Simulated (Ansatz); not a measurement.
# InAs wire along [100], 14 atoms a period, H-terminated: bands under strain, part 2 of 3

What gap, if any, does the InAs wire along [100], 14 atoms a period, H-terminated have, and how does it change under strain?

Ansatz 0.2.0; DFT PBE, plane waves, PAW; relaxation of a wire's period (the session's first sound run).

So far. Step 2 (The relaxed wire): The cell's length comes to 6.322 Å with spin left out.

## (3) The wire at its relaxed period

This step: DFT PBE, plane waves, PAW; bands of a perfect wire (Ansatz 0.2.0).

At the relaxed period the bands are computed along the axis; those that cross an energy going forward count the channels that a perfect wire would open there.

input.yaml reads:

```yaml
crystal:
  lattice:
    - [16.46, 0.0, 0.0]
    - [0.0, 16.46, 0.0]
    - [0.0, 0.0, 6.3217717072]
  atoms:
    - { symbol: In, position: [0.258786242, 0.665887139, 0.922683695] }
    - { symbol: In, position: [0.450864336, 0.45846873, 0.005599332] }
    - { symbol: In, position: [0.644894958, 0.65222836, 0.052495147] }
    - { symbol: H, position: [0.321015943, 0.319057771, 0.129677603] }
    - { symbol: H, position: [0.418443022, 0.785797528, 0.168389291] }
    - { symbol: H, position: [0.177826535, 0.625840667, 0.061716477] }
    - { symbol: H, position: [0.706198419, 0.721001757, 0.186599544] }
    - { symbol: As, position: [0.37204609, 0.368168482, 0.285538491] }
    - { symbol: As, position: [0.3588014, 0.721899983, 0.247208621] }
    - { symbol: As, position: [0.550665828, 0.548383318, 0.255542549] }
    - { symbol: H, position: [0.200315861, 0.508114141, 0.365582004] }
    - { symbol: H, position: [0.544037264, 0.224260953, 0.305555245] }
    - { symbol: H, position: [0.718679214, 0.400218602, 0.354101008] }
    - { symbol: H, position: [0.313823508, 0.77778198, 0.398761573] }
    - { symbol: In, position: [0.25780147, 0.444624307, 0.525629425] }
    - { symbol: In, position: [0.466125411, 0.254412778, 0.473965721] }
    - { symbol: In, position: [0.447786003, 0.62734078, 0.504981836] }
    - { symbol: In, position: [0.642158666, 0.449486675, 0.493995852] }
    - { symbol: H, position: [0.603894199, 0.772570207, 0.613086448] }
    - { symbol: H, position: [0.785338154, 0.601691594, 0.663357612] }
    - { symbol: H, position: [0.224197753, 0.371883174, 0.704467138] }
    - { symbol: H, position: [0.405106748, 0.193574049, 0.631507321] }
    - { symbol: As, position: [0.353354914, 0.547099791, 0.761892222] }
    - { symbol: As, position: [0.538353806, 0.368314718, 0.732862121] }
    - { symbol: As, position: [0.548593019, 0.721001347, 0.75178178] }
    - { symbol: As, position: [0.719197177, 0.552765768, 0.773473555] }
    - { symbol: H, position: [0.259867164, 0.747105572, 0.746479955] }
    - { symbol: H, position: [0.502727691, 0.791816224, 0.849904733] }
    - { symbol: H, position: [0.597126977, 0.322960159, 0.877487167] }
    - { symbol: H, position: [0.776761006, 0.50134814, 0.905676534] }
kpoints:
  mp_grid: { grid: [1, 1, 13] }
  band_path: { path: ["Γ", Z], npoints: 90 }
scf:
  occupations: { method: fermi_dirac, width: 0.05 }
hamiltonian:
  xc: pbe
output:
  dos: { e_range: [-5, 4] }
  write_potential: true
  write_density: true
  volumetric_format: npy
```

Launch:

```
ansatz run input.yaml --threads 4 --pin off --max-ram 16384MiB --backend cpu --events-out ev --progress --plain --runs-dir out
```

Numbers of over 12 decimals in the logs are rounded to 6 here.

The program printed:

```text
[...]
Crystal: 30 atoms, lattice volume = 1712.768 Å³
Basis set: ecut = 420 eV, 33509 PW (Γ)
Bands: 136, of which v1, the nominal top of the filled ones, is band 106 counted from 1 (105 counted from 0)
Symmetry: 1 space group operations
[...]
k-points: 7 of 13 (time reversal used)
[...]
SCF iter   1: F=—  HF=-73428.619688 eV  |F-HF|=—  |Δ(HF+E_count)|=         —  Δρ=1.78e-3  dr2=2.78e-1  ethr=1.77e-3  ⟨swp⟩=7.0  Hψ=4266  notcnv=0  defer=56
[...]
SCF iter   9: F=-73428.564641 eV  HF=-73428.564641 eV  |F-HF|=1.87e-8  |Δ(HF+E_count)|=   3.12e-7  Δρ=7.85e-7  dr2=1.53e-8  ethr=4.72e-11  ⟨swp⟩=13.9  Hψ=4197  notcnv=0
SCF 1 converged in 9 iterations: F = -73428.564641 eV  dr2 = 1.53e-8
[...]
NSCF: frozen V_eff on 91 k-points
WARN: The output density's exchange-correlation potential varies sharply where the density is thin. Do not read a vacuum level from v_tot or v_xc, or from such a field of the output density. On a cell that repeats whose density bears no net charge and no dipole along the vacuum's axis use v_es (v_loc + v_h of the components); under efield.dipole_correction with no amplitude use v_es + v_field, which holds any externa [...]
SCF converged after 9 iterations
Free energy (F): -73428.564641 eV
[...]
Internal energy: -73428.564641 eV  (E = F + TS)
E sigma→0 (E₀):  -73428.564641 eV
Fermi energy:    -1.352596 eV
[...]
--- Band table (eV; the first three rows and the last of 7) ---
  k-point 0: bands = [... 102 lower, -2.9782, -2.8113, -2.7106, -2.6399, -0.0831, 0.3901, 0.6694, 0.8572, ... 26 higher]
  k-point 1: bands = [... 102 lower, -2.9868, -2.8162, -2.7123, -2.6472, -0.0759, 0.3917, 0.6419, 0.8457, ... 26 higher]
  k-point 2: bands = [... 102 lower, -3.0077, -2.8307, -2.7191, -2.6680, -0.0539, 0.3538, 0.5955, 0.8153, ... 26 higher]
  k-point 6: bands = [... 102 lower, -3.0518, -2.9540, -2.8679, -2.7990, 0.0994, 0.1281, 0.3326, 0.4901, ... 26 higher]
```

Run time: 11 min. Hardware: 4 threads of Arm Neoverse V1, shared host; peak memory 11 GiB; 46 min of CPU time.

This step gave:

| Property | Result |
| --- | --- |
| band gap | 2.557 eV |

The electronic bands at the labelled points (eV, zero at the Fermi level; v1 is the highest filled band, c1 the lowest empty one):

```csv
point,v4,v3,v2,v1,c1,c2,c3,c4
Γ,-1.63,-1.46,-1.36,-1.29,1.27,1.74,2.02,2.21
halfway,-1.68,-1.51,-1.39,-1.36,1.35,1.59,1.84,2.13
Z,-1.70,-1.61,-1.52,-1.45,1.45,1.48,1.69,1.83
```

The gap is 2.56 eV, with spin left out.

The path shows a direct gap of 2.56 eV (valence top at Γ, conduction bottom at Γ).

## (4) Strain along the wire, period over the relaxed period 0.96, k-mesh 1×1×10

This step: DFT PBE, plane waves, PAW; relaxation at a fixed period (Ansatz 0.2.0).

The period is set to 0.96 times the relaxed one and the atoms relax within it: strain changes bond lengths and angles, which shifts the bands against each other. Against the first PBE run of this kind, the mesh along the wire has 10 points against 13.

The cell differs from the one that the last finished run ended in (c 6.322 → 6.069 Å).

input.yaml: that of step 3 with these lines changed.

```diff
@@ -4,3 +4,3 @@
     - [0.0, 16.46, 0.0]
-    - [0.0, 0.0, 6.3217717072]
+    - [0.0, 0.0, 6.0689008389]
   atoms:
@@ -37,3 +37,3 @@
 kpoints:
-  mp_grid: { grid: [1, 1, 13] }
+  mp_grid: { grid: [1, 1, 10] }
   band_path: { path: ["Γ", Z], npoints: 90 }
@@ -43,6 +43,6 @@
   xc: pbe
+relax:
+  max_steps: 40
+  f_tol: 0.02
 output:
-  dos: { e_range: [-5, 4] }
-  write_potential: true
-  write_density: true
-  volumetric_format: npy
+  stress: true
```

The program printed:

```text
Warning: output.stress: scf.convergence.dr2_threshold = 1e-7 eV (the SCF's general default) is looser than the 3e-9 eV advised for a printed stress (1e-10 eV for each atom of the cell: 30). What an SCF threshold leaves in a stress goes as its square root, and in the free energy as the threshold itself, and one threshold admits the most on a small cell: [figures from the program's tests cut] Every solve of this run an [...]
[...]
Crystal: 30 atoms, lattice volume = 1644.257 Å³
Basis set: ecut = 420 eV, 32109 PW (Γ), exchange–correlation on 240×240×90 points (8 copies of the dense FFT grid, shifted against one another)
Bands: 136, of which v1, the nominal top of the filled ones, is band 106 counted from 1 (105 counted from 0)
Symmetry: 1 space group operations
[...]
k-points: 6 of 10 (time reversal used)
[...]
SCF iter   1: F=—  HF=-73428.438047 eV  |F-HF|=—  |Δ(HF+E_count)|=         —  Δρ=1.79e-3  dr2=3.03e-1  ethr=1.77e-3  ⟨swp⟩=6.8  Hψ=3629  notcnv=0  defer=52
[...]
SCF iter   7: F=-73428.377248 eV  HF=-73428.377247 eV  |F-HF|=8.74e-7  |Δ(HF+E_count)|=   3.88e-6  Δρ=7.68e-6  dr2=1.51e-6  ethr=4.72e-9  ⟨swp⟩=4.0  Hψ=2272  notcnv=0
SCF 1 converged in 7 iterations: F = -73428.377248 eV  dr2 = 1.51e-6
[...]
relax step   1: F+E_penalty+E_count = -73428.37724827 eV  Δ(F+E_penalty+E_count) = +0.000e0 eV  max|allowed force component| = 3.358e-1 eV/Å  Δτ_max = 0.0000 Å  (7 SCF iters, dr2 threshold 1.00e-5 eV, accepted)
[...]
SCF iter   7: F=-73428.470242 eV  HF=-73428.470243 eV  |F-HF|=1.53e-6  |Δ(HF+E_count)|=   1.11e-6  Δρ=8.65e-6  dr2=3.29e-6  ethr=3.32e-9  ⟨swp⟩=4.0  Hψ=2304  notcnv=0
SCF 2 converged in 7 iterations: F = -73428.470242 eV  dr2 = 3.29e-6
relax step   2: F+E_penalty+E_count = -73428.47024153 eV  Δ(F+E_penalty+E_count) = -9.299e-2 eV  max|allowed force component| = 2.650e-1 eV/Å  Δτ_max = 0.1444 Å  (7 SCF iters, dr2 threshold 7.05e-6 eV, accepted)
SCF iter   1: F=—  HF=-73428.539278 eV  |F-HF|=—  |Δ(HF+E_count)|=         —  Δρ=2.83e-3  dr2=9.26e-2  ethr=4.77e-4  ⟨swp⟩=4.5  Hψ=1538  notcnv=0  defer=141
[...]
SCF iter   6: F=-73428.522983 eV  HF=-73428.522986 eV  |F-HF|=2.29e-6  |Δ(HF+E_count)|=   4.29e-6  Δρ=9.16e-6  dr2=3.88e-6  ethr=2.07e-9  ⟨swp⟩=4.0  Hψ=2325  notcnv=0
SCF 3 converged in 6 iterations: F = -73428.522983 eV  dr2 = 3.88e-6
relax step   3: F+E_penalty+E_count = -73428.52298335 eV  Δ(F+E_penalty+E_count) = -5.274e-2 eV  max|allowed force component| = 3.741e-2 eV/Å  Δτ_max = 0.0863 Å  (6 SCF iters, dr2 threshold 4.39e-6 eV, accepted)
[...]
relax step   4: F+E_penalty+E_count = -73428.52520492 eV  Δ(F+E_penalty+E_count) = -2.222e-3 eV  max|allowed force component| = 5.048e-2 eV/Å  Δτ_max = 0.0653 Å  (7 SCF iters, accepted)
[...]
relax step   5: F+E_penalty+E_count = -73428.52686592 eV  Δ(F+E_penalty+E_count) = -1.661e-3 eV  max|allowed force component| = 2.158e-2 eV/Å  Δτ_max = 0.0597 Å  (7 SCF iters, accepted)
[...]
relax step   6: F+E_penalty+E_count = -73428.52833462 eV  Δ(F+E_penalty+E_count) = -1.469e-3 eV  max|allowed force component| = 2.264e-2 eV/Å  Δτ_max = 0.0682 Å  (7 SCF iters, accepted)
SCF iter   1: F=—  HF=-73428.530412 eV  |F-HF|=—  |Δ(HF+E_count)|=         —  Δρ=8.36e-4  dr2=7.37e-3  ethr=3.43e-5  ⟨swp⟩=3.5  Hψ=1475  notcnv=0  defer=141
[...]
SCF iter   7: F=-73428.529018 eV  HF=-73428.529018 eV  |F-HF|=1.20e-8  |Δ(HF+E_count)|=   2.06e-8  Δρ=6.83e-7  dr2=2.19e-8  ethr=4.72e-11  ⟨swp⟩=4.0  Hψ=2288  notcnv=0
SCF 7 converged in 7 iterations: F = -73428.529018 eV  dr2 = 2.19e-8
relax step   7: F+E_penalty+E_count = -73428.52901802 eV  Δ(F+E_penalty+E_count) = -6.834e-4 eV  max|allowed force component| = 1.560e-2 eV/Å  Δτ_max = 0.0325 Å  (7 SCF iters, accepted)
[...]
the band table was solved once a step of the walk had ended and its energy, with any forces and stress, was formed, with the checks that follow a solve (4405 applications of the Hamiltonian). They found nothing against the state; the energy, forces and stress were not computed again (output.eigenvalues in the input reference)
[...]
SCF converged after 7 iterations
Free energy (F): -73428.529018 eV
[...]
Internal energy: -73428.529018 eV  (E = F + TS)
E sigma→0 (E₀):  -73428.529018 eV
Fermi energy:    -1.175760 eV
[...]
--- Forces (eV/Å), atoms counted from 1 ---
  atom   1  In    -0.00854920    -0.00993872     0.00468824
  atom   2  In    -0.00019537     0.01306474    -0.00770480
  atom   3  In    -0.00142431    -0.00020441    -0.00126353
  atom   4  H     -0.00271260    -0.00302878    -0.00159244
  atom   5  H     -0.00813497    -0.00452541     0.00492756
  atom   6  H      0.00158533     0.00906596    -0.00918930
  atom   7  H      0.00073153     0.00096642     0.00047691
  atom   8  As    -0.00356726     0.00719698    -0.00213915
  atom   9  As     0.01523173     0.00897248     0.01559964
  atom  10  As    -0.00465946    -0.00014913     0.00473565
  atom  11  H     -0.00182367    -0.00574222     0.00336328
  atom  12  H     -0.00159827    -0.00020507     0.00128394
  atom  13  H      0.00010806    -0.00018062     0.00079460
  atom  14  H      0.00512968    -0.00362715    -0.00979225
  atom  15  In     0.00196384    -0.00542582    -0.00233059
  atom  16  In     0.00382163    -0.00695727     0.00117646
  atom  17  In     0.00005124    -0.00543263    -0.01179986
  atom  18  In    -0.00209072    -0.00159443     0.00035933
  atom  19  H      0.00035784    -0.00385982    -0.00049988
  atom  20  H      0.00113412    -0.00341119     0.00062414
  atom  21  H      0.00101536     0.00290725    -0.00539453
  atom  22  H      0.00060331    -0.00003958    -0.00202110
  atom  23  As     0.01417008    -0.00612947     0.01244394
  atom  24  As    -0.00487897     0.00823261     0.00215804
  atom  25  As    -0.00311426     0.00775848    -0.00096614
  atom  26  As    -0.00675794     0.00210578     0.00277287
  atom  27  H     -0.00407994     0.00401814    -0.00136393
  atom  28  H      0.00284645    -0.00383580    -0.00249016
  atom  29  H      0.00333672    -0.00192222     0.00265499
  atom  30  H      0.00154146     0.00190079     0.00050401
  max |Σ_I F_I| component: 4.14e-5 eV/Å
--- Stress (GPa, compression-positive) ---
       -0.009104       0.002738       0.006128
        0.002738      -0.007697       0.000948
        0.006128       0.000948       0.156702
  P = ⅓ Tr σ = 0.0466 GPa (0.466 kbar)
--- Band table (eV; the first three rows and the last of 6) ---
  k-point 0: bands = [... 102 lower, -2.8366, -2.6559, -2.5546, -2.4746, 0.1018, 0.5195, 0.8137, 0.9761, ... 26 higher]
  k-point 1: bands = [... 102 lower, -2.8537, -2.6688, -2.5619, -2.4804, 0.1156, 0.5281, 0.7740, 0.9806, ... 26 higher]
  k-point 2: bands = [... 102 lower, -2.8932, -2.7003, -2.5813, -2.5024, 0.1517, 0.4614, 0.7053, 0.9670, ... 26 higher]
  k-point 5: bands = [... 102 lower, -2.9401, -2.7652, -2.6926, -2.6247, 0.2701, 0.2989, 0.5148, 0.6523, ... 26 higher]
--- Relaxed structure (7 steps of the walk, 7 accepted, 0 SCFs on fresh bases) ---
  F+E_penalty+E_count = -73428.52901802 eV   max|allowed force component| = 1.560e-2 eV/Å
  atoms:
    - { symbol: In, position: [0.252004, 0.665187, 0.927761] }
    - { symbol: In, position: [0.449700, 0.458446, 0.00736819] }
    - { symbol: In, position: [0.647898, 0.653739, 0.054242] }
    - { symbol: H, position: [0.322226, 0.317097, 0.118043] }
    - { symbol: H, position: [0.418407, 0.786687, 0.143942] }
    - { symbol: H, position: [0.175005, 0.625081, 0.087134] }
    - { symbol: H, position: [0.708205, 0.720737, 0.203071] }
    - { symbol: As, position: [0.370983, 0.364305, 0.289388] }
    - { symbol: As, position: [0.357370, 0.727566, 0.243185] }
    - { symbol: As, position: [0.550383, 0.550605, 0.256808] }
    - { symbol: H, position: [0.197056, 0.502042, 0.349596] }
    - { symbol: H, position: [0.541897, 0.219718, 0.293770] }
    - { symbol: H, position: [0.718307, 0.401419, 0.333891] }
    - { symbol: H, position: [0.318406, 0.788245, 0.399764] }
    - { symbol: In, position: [0.254626, 0.442513, 0.525993] }
    - { symbol: In, position: [0.466800, 0.250168, 0.477196] }
    - { symbol: In, position: [0.445587, 0.630769, 0.507316] }
    - { symbol: In, position: [0.643504, 0.448937, 0.490268] }
    - { symbol: H, position: [0.605730, 0.771691, 0.590825] }
    - { symbol: H, position: [0.790600, 0.598389, 0.656585] }
    - { symbol: H, position: [0.221449, 0.373797, 0.723795] }
    - { symbol: H, position: [0.408265, 0.190114, 0.649685] }
    - { symbol: As, position: [0.349600, 0.548087, 0.764116] }
    - { symbol: As, position: [0.540049, 0.366538, 0.735187] }
    - { symbol: As, position: [0.551190, 0.724737, 0.748250] }
    - { symbol: As, position: [0.723541, 0.551840, 0.774369] }
    - { symbol: H, position: [0.248008, 0.742117, 0.731836] }
    - { symbol: H, position: [0.511168, 0.798894, 0.851224] }
    - { symbol: H, position: [0.597234, 0.324061, 0.895945] }
    - { symbol: H, position: [0.779590, 0.501579, 0.919444] }
```

It took 14 min on 4 threads; peak memory 11 GiB.

Step by step:

```csv
step,energy less that of the first step (eV),largest force component (eV/Å)
1,0.0000,0.3358
2,-0.0930,0.2650
3,-0.1457,0.0374
4,-0.1480,0.0505
5,-0.1496,0.0216
6,-0.1511,0.0226
7,-0.1518,0.0156
```

The atoms that moved most (Å):

```csv
atom,dx,dy,dz,length
H27,-0.195,-0.082,-0.089,0.230
H14,0.075,0.172,0.006,0.188
H28,0.139,0.117,0.008,0.181
H6,-0.046,-0.013,0.154,0.162
H11,-0.054,-0.100,-0.097,0.149
H5,-0.001,0.015,-0.148,0.149
H19,0.030,-0.014,-0.135,0.139
H22,0.052,-0.057,0.110,0.135
```

Final coordinates:

```cif
data_structure
_symmetry_space_group_name_H-M 'P 1'
_symmetry_Int_Tables_number 1
_cell_length_a 16.4600
_cell_length_b 16.4600
_cell_length_c 6.0689
_cell_angle_alpha 90.000
_cell_angle_beta 90.000
_cell_angle_gamma 90.000
_cell_volume 1644.26
loop_
_atom_site_label
_atom_site_type_symbol
_atom_site_fract_x
_atom_site_fract_y
_atom_site_fract_z
_atom_site_occupancy
In1 In 0.25200 0.66519 0.92776 1
In2 In 0.44970 0.45845 0.00737 1
In3 In 0.64790 0.65374 0.05424 1
H4 H 0.32223 0.31710 0.11804 1
H5 H 0.41841 0.78669 0.14394 1
H6 H 0.17500 0.62508 0.08713 1
H7 H 0.70820 0.72074 0.20307 1
As8 As 0.37098 0.36431 0.28939 1
As9 As 0.35737 0.72757 0.24319 1
As10 As 0.55038 0.55061 0.25681 1
H11 H 0.19706 0.50204 0.34960 1
H12 H 0.54190 0.21972 0.29377 1
H13 H 0.71831 0.40142 0.33389 1
H14 H 0.31841 0.78824 0.39976 1
In15 In 0.25463 0.44251 0.52599 1
In16 In 0.46680 0.25017 0.47720 1
In17 In 0.44559 0.63077 0.50732 1
In18 In 0.64350 0.44894 0.49027 1
H19 H 0.60573 0.77169 0.59083 1
H20 H 0.79060 0.59839 0.65658 1
H21 H 0.22145 0.37380 0.72379 1
H22 H 0.40827 0.19011 0.64968 1
As23 As 0.34960 0.54809 0.76412 1
As24 As 0.54005 0.36654 0.73519 1
As25 As 0.55119 0.72474 0.74825 1
As26 As 0.72354 0.55184 0.77437 1
H27 H 0.24801 0.74212 0.73184 1
H28 H 0.51117 0.79889 0.85122 1
H29 H 0.59723 0.32406 0.89595 1
H30 H 0.77959 0.50158 0.91944 1
```

This step gave:

| Quantity | Value |
| --- | --- |
| band gap | 2.576 eV |

Electronic bands along the path, in eV, zero at the Fermi level; v1 is the highest filled band, c1 the lowest empty one:

```csv
point,v4,v3,v2,v1,c1,c2,c3,c4
Γ,-1.66,-1.48,-1.38,-1.30,1.28,1.70,1.99,2.15
halfway,-1.74,-1.54,-1.42,-1.35,1.35,1.58,1.83,2.10
Z,-1.76,-1.59,-1.52,-1.45,1.45,1.47,1.69,1.83
```

The gap is 2.58 eV, against 2.56 eV under PBE at the relaxed period.

## (5) Strain along the wire, period over the relaxed period 0.98, k-mesh 1×1×10

The period is set to 0.98 times the relaxed one and the atoms relax within it: strain changes bond lengths and angles, which shifts the bands against each other. Against the first PBE run of this kind, the mesh along the wire has 10 points against 13.

input.yaml: that of step 4 with these lines changed.

```diff
@@ -4,3 +4,3 @@
     - [0.0, 16.46, 0.0]
-    - [0.0, 0.0, 6.0689008389]
+    - [0.0, 0.0, 6.1953362731]
   atoms:
```

The program printed:

```text
[...]
Crystal: 30 atoms, lattice volume = 1678.512 Å³
Basis set: ecut = 420 eV, 32893 PW (Γ), exchange–correlation on 240×240×90 points (8 copies of the dense FFT grid, shifted against one another)
Bands: 136, of which v1, the nominal top of the filled ones, is band 106 counted from 1 (105 counted from 0)
Symmetry: 1 space group operations
[...]
- { symbol: As, position: [0.351974, 0.547334, 0.763057] }
    - { symbol: As, position: [0.539077, 0.367011, 0.732664] }
    - { symbol: As, position: [0.549397, 0.722637, 0.752028] }
    - { symbol: As, position: [0.721605, 0.552626, 0.773363] }
    - { symbol: H, position: [0.257384, 0.745990, 0.738787] }
    - { symbol: H, position: [0.504364, 0.793572, 0.853991] }
    - { symbol: H, position: [0.596823, 0.322484, 0.884551] }
    - { symbol: H, position: [0.778995, 0.502220, 0.911283] }
[key lines of the parts left out:]
SCF converged after 3 iterations
Free energy (F): -73428.553782 eV
Fermi energy:    -1.262415 eV
P = ⅓ Tr σ = 0.0286 GPa (0.286 kbar)
```

Run time: 12 min. Hardware: 4 threads; peak memory 11 GiB.

The steps of the relaxation:

```csv
step,energy less that of the first step (eV),largest force component (eV/Å)
1,0.0000,0.1629
2,-0.0198,0.1588
3,-0.0355,0.0192
4,-0.0355,0.0192
```

The atoms that moved most (Å):

```csv
atom,dx,dy,dz,length
H27,-0.041,-0.018,-0.048,0.065
H7,0.012,-0.002,0.059,0.061
H12,-0.017,-0.033,-0.042,0.056
H22,0.013,-0.040,0.036,0.056
H20,0.041,-0.018,-0.030,0.054
H11,-0.018,-0.021,-0.045,0.053
H5,-0.020,0.035,-0.034,0.053
H30,0.037,0.014,0.035,0.053
```

The relaxed structure:

```xyz
30
Lattice="16.4600 0.0000 0.0000 0.0000 16.4600 0.0000 0.0000 0.0000 6.1953" Properties=species:S:1:pos:R:3
In    4.2234   10.9662    5.7193
In    7.4189    7.5399    0.0344
In   10.6391   10.7449    0.3386
H     5.2955    5.2358    0.7669
H     6.8678   12.9694    1.0091
H     2.8927   10.3179    0.4126
H    11.6362   11.8653    1.2153
As    6.1165    6.0326    1.7759
As    5.8959   11.9206    1.5308
As    9.0684    9.0319    1.5858
H     3.2794    8.3430    2.2196
H     8.9378    3.6586    1.8506
H    11.8444    6.5906    2.1438
H     5.1753   12.8376    2.5050
In    4.2185    7.3110    3.2511
In    7.6719    4.1472    2.9382
In    7.3632   10.3424    3.1338
In   10.5901    7.3875    3.0489
H     9.9366   12.7376    3.7613
H    12.9675    9.8855    4.0799
H     3.6602    6.1342    4.4013
H     6.6814    3.1461    3.9486
As    5.7935    9.0091    4.7274
As    8.8732    6.0410    4.5391
As    9.0431   11.8946    4.6591
As   11.8776    9.0962    4.7912
H     4.2365   12.2790    4.5770
H     8.3018   13.0622    5.2908
H     9.8237    5.3081    5.4801
H    12.8223    8.2665    5.6457
```

The gap is 2.57 eV, against 2.56 eV under PBE at the relaxed period.

(Continued in part 3 of 3.)

[Logs are printed without paths, hosts, clocks, repeated set-up lines and the standing remarks that a program may print on its own settings, such as how far it seeks lower states.]

[Hosts, paths, dates, database ids (printed as entryN), source tags and the programs' standing remarks are cut or masked in the printed files.]
